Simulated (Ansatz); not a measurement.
**HfSiO4 (Hafnon): optical spectrum from first principles**

Aim: the dielectric function of HfSiO4 (Hafnon), and the optical constants that follow from it.

Main program and level: Ansatz 0.2.0; DFT, PBE, plane-wave PAW, default files, scalar-relativistic, independent-particle optical response without local fields.

This is a report of a sequence of runs, with the program logs left out and the cost of each run kept.

## (1) Set-up

Symmetry: I4_1/amd, No. 141, tetragonal system. Conventional cell: a = 6.572 Å, b = 6.572 Å, c = 5.963 Å, α = 90.00°, β = 90.00°, γ = 90.00°. Nearest to Hf lie 8 O at 2.11 to 2.26 Å. Nearest to Si lie 4 O at 1.62 Å. Nearest to O lie 1 Si at 1.62 Å and 2 Hf at 2.11 to 2.26 Å. Farther neighbours, and contacts between anions beyond the nearest, are not listed.

## (2) Ground state and bands

First the ground state: is it a metal or has it a gap?

This step: DFT, PBE, plane-wave PAW, default files, scalar-relativistic, ground state (Ansatz 0.2.0).

The input, input.yaml:

```yaml
crystal:
  lattice:
    - [-3.28625, 3.28625, 2.9816]
    - [3.28625, -3.28625, 2.9816]
    - [3.28625, 3.28625, -2.9816]
  atoms:
    - { symbol: Hf, position: [0.0, 0.0, 0.0] }
    - { symbol: Hf, position: [0.75, 0.25, 0.5] }
    - { symbol: Si, position: [0.5, 0.5, 0.0] }
    - { symbol: Si, position: [0.25, 0.75, 0.5] }
    - { symbol: O, position: [0.6802, 0.4957, 0.8155] }
    - { symbol: O, position: [0.2457, 0.9302, 0.3155] }
    - { symbol: O, position: [0.6802, 0.8647, 0.1845] }
    - { symbol: O, position: [0.6147, 0.9302, 0.6845] }
    - { symbol: O, position: [0.0698, 0.3853, 0.3155] }
    - { symbol: O, position: [0.5043, 0.3198, 0.1845] }
    - { symbol: O, position: [0.0698, 0.7543, 0.6845] }
    - { symbol: O, position: [0.1353, 0.3198, 0.8155] }
kpoints:
  mp_grid: { grid: [5, 5, 5] }
  band_path:
    path:
      - [[0.0, 0.0, 0.0], [0.0, 0.0, 0.5], [-0.5, 0.5, 0.5], [0.0, 0.0, 0.0], [0.4557963, 0.4557963, -0.4557963], [0.25, 0.25, 0.25], [0.0, 0.5, 0.0], [-0.4557963, 0.5442037, 0.4557963], [-0.5, 0.5, 0.5]]
      - [[0.0, 0.0, 0.5], [0.25, 0.25, 0.25]]
    npoints: 4
scf:
  occupations: { method: fermi_dirac, width: 0.05 }
  n_extra_bands: 16
hamiltonian:
  xc: pbe
  pseudopotentials: { kind: paw }
output:
  forces: true
  stress: true
  populations: true
  write_bands: true
```

Started as:

```
ansatz run input.yaml --threads 4 --pin off --max-ram 8192MiB --backend cpu --events-out ev --progress --plain --runs-dir out
```

The job ended after 6.9 s (4 threads of Arm Neoverse V2, shared host; peak memory 0.61 GiB; 26 s of CPU time).

This step gave:

| Property | Result |
| --- | --- |
| free energy | -37271.6551 eV |
| Fermi energy | 12.77 eV |
| gap by band count | 5.459 eV |
| electrons | 108 |
| symmetry operations | 16 |
| pressure | 7.496 GPa |
| gap on the k-mesh | 5.459 eV |
| volume | 128.8 Å³ |
| gap on the path | 5.456 eV |
| least direct gap on the path | 5.841 eV |

There is a gap, 5.46 eV on the path, so no carriers' term is needed. The cell is left with a pressure of 7.5 GPa and forces up to 0.34 eV/Å, as it stands unrelaxed at this level.

The electronic bands at the labelled points (eV, zero at the Fermi level; v1 is the highest filled band, c1 the lowest empty one):

```csv
point,v4,v3,v2,v1,c1,c2,c3,c4
Γ,-3.25,-3.25,-3.24,-2.69,3.15,3.42,3.56,3.61
halfway,-3.52,-3.40,-3.25,-2.93,2.96,3.02,3.53,3.59
X,-3.60,-3.60,-3.27,-3.27,2.78,2.78,3.89,3.89
halfway,-3.76,-3.76,-3.43,-3.43,3.18,3.18,4.00,4.00
M,-3.77,-3.77,-3.55,-3.55,3.62,3.62,4.00,4.00
halfway,-3.56,-3.43,-3.27,-3.24,3.08,3.12,3.52,3.91
Γ,-3.25,-3.25,-3.24,-2.69,3.15,3.42,3.56,3.61
halfway,-3.61,-2.97,-2.97,-2.87,3.22,3.73,3.81,3.81
Z,-3.71,-3.71,-3.50,-3.50,3.53,3.70,3.90,4.11
halfway,-3.67,-3.32,-3.27,-3.17,3.03,3.27,3.98,3.98
P,-3.81,-3.81,-3.19,-3.19,2.78,2.78,4.12,4.12
halfway,-3.69,-3.45,-3.17,-3.00,2.85,3.02,4.01,4.09
N,-3.62,-3.51,-2.95,-2.88,3.04,3.19,3.94,4.12
halfway,-3.68,-3.33,-3.31,-3.05,3.20,3.50,3.92,4.01
Z1,-3.71,-3.71,-3.50,-3.50,3.53,3.70,3.90,4.11
halfway,-3.75,-3.75,-3.54,-3.54,3.57,3.66,3.94,4.07
M,-3.77,-3.77,-3.55,-3.55,3.62,3.62,4.00,4.00
jump to X,-3.60,-3.60,-3.27,-3.27,2.78,2.78,3.89,3.89
halfway,-3.65,-3.65,-3.22,-3.22,2.77,2.77,4.01,4.01
P,-3.81,-3.81,-3.19,-3.19,2.78,2.78,4.12,4.12
```

## (3) Spectrum

With the density converged, the vertical transitions are summed over the zone.

This step: DFT, PBE, plane-wave PAW, default files, scalar-relativistic, independent-particle optical response without local fields (Ansatz 0.2.0).

input.yaml, the sections that differ from step 2:

```yaml
kpoints:
  mp_grid: { grid: [5, 5, 5] }
scf:
  occupations: { method: fixed }
output:
  optics:
    e_range: [0, 12]
    de: 0.05
    sigma: 0.15
    nscf_kmesh: { grid: [5, 5, 5] }
    bands: { spectra_wanted_up_to: 12 }
# crystal, hamiltonian: as in step 2
```

Elapsed: 73 s, on 4 threads; peak memory 1.6 GiB.

Read-outs:

```
electronic dielectric constant ε∞, mean of the axes                                   : 4.064
absorption onset, first axis (α over 10⁴ cm⁻¹, or the direct gap if that lies higher) : 5.833 eV
main peak of Im epsilon, first axis                                                   : 8.415 eV
least direct gap on the mesh                                                          : 5.833 eV
bands summed                                                                          : 92
spectra valid up to                                                                   : 19.86 eV
program's estimate of the k-sum error in Im epsilon                                   : 0.05 %
electrons in the f-sum                                                                : 47.09
```

The Im ε has structure finer than the step of the table below, so its rows give means over 0.25 eV. Peaks (eV: height): E ∥ x or y 6.100: 4.59, 8.400: 5.75, 9.850: 4.69; E ∥ z 7.300: 6.32, 8.350: 9.59.

The Im ε by photon energy; means over each step:

```csv
photon energy (eV),E ∥ x or y,E ∥ z
5.25,5.9e-6,0
5.50,0.0143,0.00291
5.75,0.785,0.208
6.00,3.74,1.31
6.25,4.34,2.16
6.50,3.88,2.35
6.75,2.75,2.98
7.00,2.61,4.61
7.25,3.26,6.09
7.50,3.89,5.35
7.75,4.93,5.24
8.00,4.66,5.97
8.25,5.11,8.59
8.50,5.37,8.54
8.75,3.90,7.42
9.00,3.45,6.81
9.25,3.98,5.91
9.50,4.46,4.48
9.75,4.62,4.04
10.00,4.54,4.47
10.25,4.16,4.14
10.50,3.69,3.67
10.75,3.71,3.92
11.00,3.50,3.69
11.25,2.90,3.75
11.50,2.50,3.92
11.75,2.70,3.39
```

The Re ε by photon energy:

```csv
photon energy (eV),E ∥ x or y,E ∥ z
0.0,3.98,4.24
0.5,3.98,4.25
1.0,4.01,4.27
1.5,4.05,4.32
2.0,4.11,4.38
2.5,4.20,4.47
3.0,4.31,4.60
3.5,4.47,4.76
4.0,4.68,4.97
4.5,4.99,5.27
5.0,5.49,5.70
5.5,6.57,6.47
6.0,8.24,8.11
6.5,4.70,7.69
7.0,5.34,8.49
7.5,5.77,5.44
8.0,4.10,6.51
8.5,2.43,2.44
9.0,2.92,0.997
9.5,2.87,0.166
10.0,1.76,1.11
10.5,1.26,0.940
11.0,0.843,0.879
11.5,1.23,0.462
12.0,1.66,0.147
```

Reflectivity at normal incidence against photon energy; read off at these points:

```csv
photon energy (eV),E ∥ x or y (%),E ∥ z (%)
0.000,11.0,12.0
0.250,11.0,12.0
0.500,11.1,12.0
0.750,11.1,12.1
1.000,11.1,12.1
1.250,11.2,12.2
1.500,11.3,12.3
1.750,11.4,12.4
2.000,11.5,12.5
2.250,11.7,12.6
2.500,11.8,12.8
2.750,12.0,13.0
3.000,12.3,13.2
3.250,12.5,13.5
3.500,12.8,13.8
3.750,13.1,14.1
4.000,13.5,14.5
4.250,14.0,14.9
4.500,14.6,15.4
4.750,15.3,16.1
5.000,16.1,16.8
5.250,17.3,17.7
5.500,19.2,19.0
5.750,23.4,21.2
6.000,26.5,23.5
6.250,23.3,23.1
6.500,21.2,23.4
6.750,16.9,25.4
7.000,18.6,27.7
7.250,20.8,29.0
7.500,22.2,25.4
7.750,24.4,26.2
8.000,22.5,27.6
8.250,24.1,33.9
8.400,26.2,35.9
8.450,26.4,35.6
8.500,26.2,34.9
8.750,19.8,32.9
9.000,17.5,32.9
9.250,20.0,33.2
9.500,22.0,28.3
9.750,22.9,22.4
9.900,23.5,23.6
10.000,23.4,25.1
10.250,23.0,25.1
10.500,20.7,21.4
10.750,20.8,23.2
10.900,21.7,22.9
11.000,21.4,21.9
11.250,18.5,22.0
11.500,14.1,25.4
11.550,13.7,25.8
11.750,14.9,23.9
12.000,15.0,23.3
```

Values under 1 per cm are given as 1. Table of absorption coefficient by photon energy:

```csv
photon energy (eV),E ∥ x or y (1/cm),E ∥ z (1/cm)
0.0000,1,1
0.2500,1,1
0.5000,1,1
0.7500,1,1
1.0000,1,1
1.2500,1,1
1.5000,1,1
1.7500,1,1
2.0000,1,1
2.2500,1,1
2.5000,1,1
2.7500,1,1
3.0000,1,1
3.2500,1,1
3.5000,1,1
3.7500,1,1
4.0000,1,1
4.2500,1,1
4.5000,1,1
4.7500,1,1
5.0000,1,1
5.2500,1,1
5.5000,289,49.0
5.7500,58341,15472
6.0000,4.1e5,1.4e5
6.2500,5.4e5,2.5e5
6.5000,5.7e5,2.8e5
6.7500,4.2e5,3.3e5
7.0000,3.8e5,5.4e5
7.2500,4.9e5,8.0e5
7.5000,5.7e5,7.8e5
7.7500,8.1e5,7.6e5
8.0000,8.2e5,8.5e5
8.2500,9.1e5,1.3e6
8.5000,1.2e6,1.5e6
8.7500,9.5e5,1.5e6
9.0000,8.0e5,1.6e6
9.2500,9.1e5,1.6e6
9.5000,1.1e6,1.4e6
9.7500,1.2e6,1.2e6
10.0000,1.3e6,1.4e6
10.2500,1.3e6,1.4e6
10.5000,1.2e6,1.3e6
10.7500,1.2e6,1.4e6
11.0000,1.3e6,1.3e6
11.2500,1.2e6,1.4e6
11.5000,1.0e6,1.6e6
11.7500,1.1e6,1.5e6
12.0000,1.1e6,1.5e6
```

Refractive index n and extinction k against photon energy:

```csv
photon energy (eV),"n, E ∥ x or y","k, E ∥ x or y","n, E ∥ z","k, E ∥ z"
0.0,1.99,0,2.06,0
0.5,2.00,0,2.06,0
1.0,2.00,0,2.07,0
1.5,2.01,0,2.08,0
2.0,2.03,0,2.09,0
2.5,2.05,0,2.12,0
3.0,2.08,0,2.14,0
3.5,2.11,0,2.18,0
4.0,2.16,0,2.23,0
4.5,2.23,0,2.30,0
5.0,2.34,0,2.39,0
5.5,2.56,5.2e-4,2.54,8.8e-5
6.0,2.95,0.679,2.86,0.232
6.5,2.33,0.860,2.80,0.420
7.0,2.37,0.540,3.01,0.758
7.5,2.52,0.751,2.55,1.03
8.0,2.26,1.02,2.76,1.05
8.5,2.06,1.34,2.38,1.79
9.0,1.92,0.882,1.98,1.71
9.5,2.03,1.11,1.51,1.46
10.0,1.82,1.25,1.70,1.34
10.5,1.60,1.14,1.52,1.18
11.0,1.49,1.18,1.52,1.20
11.5,1.41,0.870,1.50,1.34
12.0,1.56,0.886,1.27,1.21
```

At chosen wavelengths:

```csv
wavelength (nm),n xy,k xy,R (%) xy,1/α xy,n z,k z,R (%) z,1/α z
1064,2.01,0.000,11.2,over 1 mm,2.07,0.000,12.2,over 1 mm
633,2.03,0.000,11.5,over 1 mm,2.09,0.000,12.5,over 1 mm
532,2.04,0.000,11.7,over 1 mm,2.11,0.000,12.7,over 1 mm
450,2.06,0.000,12.0,over 1 mm,2.13,0.000,13.0,over 1 mm
365,2.11,0.000,12.7,over 1 mm,2.17,0.000,13.7,over 1 mm
248,2.34,0.000,16.1,over 1 mm,2.39,0.000,16.8,over 1 mm
193,2.41,0.846,21.9,18 nm,2.79,0.405,23.1,38 nm
```

Rows near the edge hang on the gap, which this functional as a rule makes too small, and phonon-assisted absorption over an indirect gap is left out.

Through 1 µm of it, D65 light comes out colourless (x = 0.314, y = 0.330; 79 % transmitted).

At 1064 nm the birefringence n(z) − n(x) is +0.065: the crystal is uniaxial positive at this level.

The first strong peak, at 6.12 eV, fits the second-highest filled and the second-lowest empty band, which run nearly parallel at that distance over 80 % of P–N; the match rests on energies alone.

The f-sum over the summed bands holds 47.1 of the cell's 108 electrons outside the frozen cores, 60 of which lie in bands more than 12 eV below the Fermi level, whose transitions come at higher energies. Up to 12 eV the strength has a mean oscillator energy of 8.7 eV, and these transitions give 60 % of ε∞ − 1 along x; the rest comes from higher ones.

## (4) Static response with local fields

A static field by perturbation theory: the induced potential is included, and the Born charges come with it.

This step: DFT, PBE, plane-wave PAW, default files, scalar-relativistic, static field response by perturbation theory with local fields (Ansatz 0.2.0).

input.yaml: that of step 3 with these lines changed.

```diff
@@ -25,8 +25,2 @@
   pseudopotentials: { kind: paw }
-output:
-  optics:
-    e_range: [0, 12]
-    de: 0.05
-    sigma: 0.15
-    nscf_kmesh: { grid: [5, 5, 5] }
-    bands: { spectra_wanted_up_to: 12 }
+dielectric: {}
```

Elapsed: 91 s, on 4 threads; peak memory 1.5 GiB.

Read-outs:

| Item | Value |
| --- | --- |
| electronic dielectric constant ε∞, mean of the axes | 3.931 |

ε∞ with local fields:

```
3.86 0.00 0.00
0.00 3.86 0.00
0.00 0.00 4.08
```

Diagonal elements. Born, by row:

```csv
atom,Z*xx (e),Z*yy (e),Z*zz (e)
Hf1,5.293,5.293,4.633
Hf2,5.293,5.293,4.633
Si3,3.175,3.175,4.317
Si4,3.175,3.175,4.317
O5,-3.089,-1.145,-2.238
O6,-1.145,-3.089,-2.238
O7,-3.089,-1.145,-2.238
O8,-1.145,-3.089,-2.238
O9,-3.089,-1.145,-2.238
O10,-1.145,-3.089,-2.238
O11,-3.089,-1.145,-2.238
O12,-1.145,-3.089,-2.238
```

Mean Born charges are Hf +5.07, Si +3.56 and O -2.16, against formal valences of +4, +4 and -2. That of Hf exceeds its valence by 27 %, the mark of charge moving along hybridised bonds as the atoms shift.

## (5) What came out

```json
{"gap on the path": "5.46 eV", "least direct gap on the path": "5.84 eV", "electronic dielectric constant ε∞, mean of the axes (independent particles)": "4.06", "absorption onset, first axis (α over 10⁴ cm⁻¹, or the direct gap if that lies higher)": "5.83 eV", "main peak of Im epsilon, first axis": "8.42 eV", "electronic dielectric constant ε∞, mean of the axes (static response with local fields)": "3.93"}
```

At this level (PBE, independent particles) HfSiO4 has a mean ε∞ = 4.06 (3.93 with local fields) and n = 2.00 at 1550 nm (E ∥ x); absorption sets in near 5.8 eV, and Im ε peaks at 8.4 eV (E ∥ x). The gap is indirect (5.46 eV), so absorption without phonons can begin only at the direct gap of 5.84 eV. Lines 0.15 eV wide carry a tail of absorption under the direct gap, past the threshold already at 5.64 eV. Absorption is strong from the direct gap on, 5.83 eV, in the ultraviolet, so the visible is passed. Im ε has its chief maxima at 6.12 eV (4.6), 7.77 eV (5.1), 8.42 eV (5.8) and 9.84 eV (4.7) for E ∥ x or y. The first strong peak, at 6.12 eV, fits the second-highest filled and the second-lowest empty band, which run nearly parallel at that distance over 80 % of P–N; the match rests on energies alone. Through 1 µm of it, D65 light comes out colourless (x = 0.314, y = 0.330; 79 % transmitted). At 1064 nm the birefringence n(z) − n(x) is +0.065: the crystal is uniaxial positive at this level. In the base spectrum excitons and phonon-assisted transitions are missing, and so are local fields; PBE gaps are as a rule too small, which pulls the onset down and ε∞ up. In the base run ε includes the program's bounded estimate of what the bands above those summed add. Spin-orbit coupling is left out although heavy atoms are present.

[Long decimals in the printed logs are rounded to 6 places.]

[Logs are printed without paths, hosts, clocks, repeated set-up lines and the standing remarks that a program may print on its own settings, such as how far it seeks lower states.]

[Hosts, paths, dates, database ids (printed as entryN), source tags and the programs' standing remarks are cut or masked in the printed files.]

[Where the starting crystal was built by hand or by swapping elements, it need not be the compound's stable phase.]

[The count of steps not shown may lack steps that the program refused or didn't finish.]
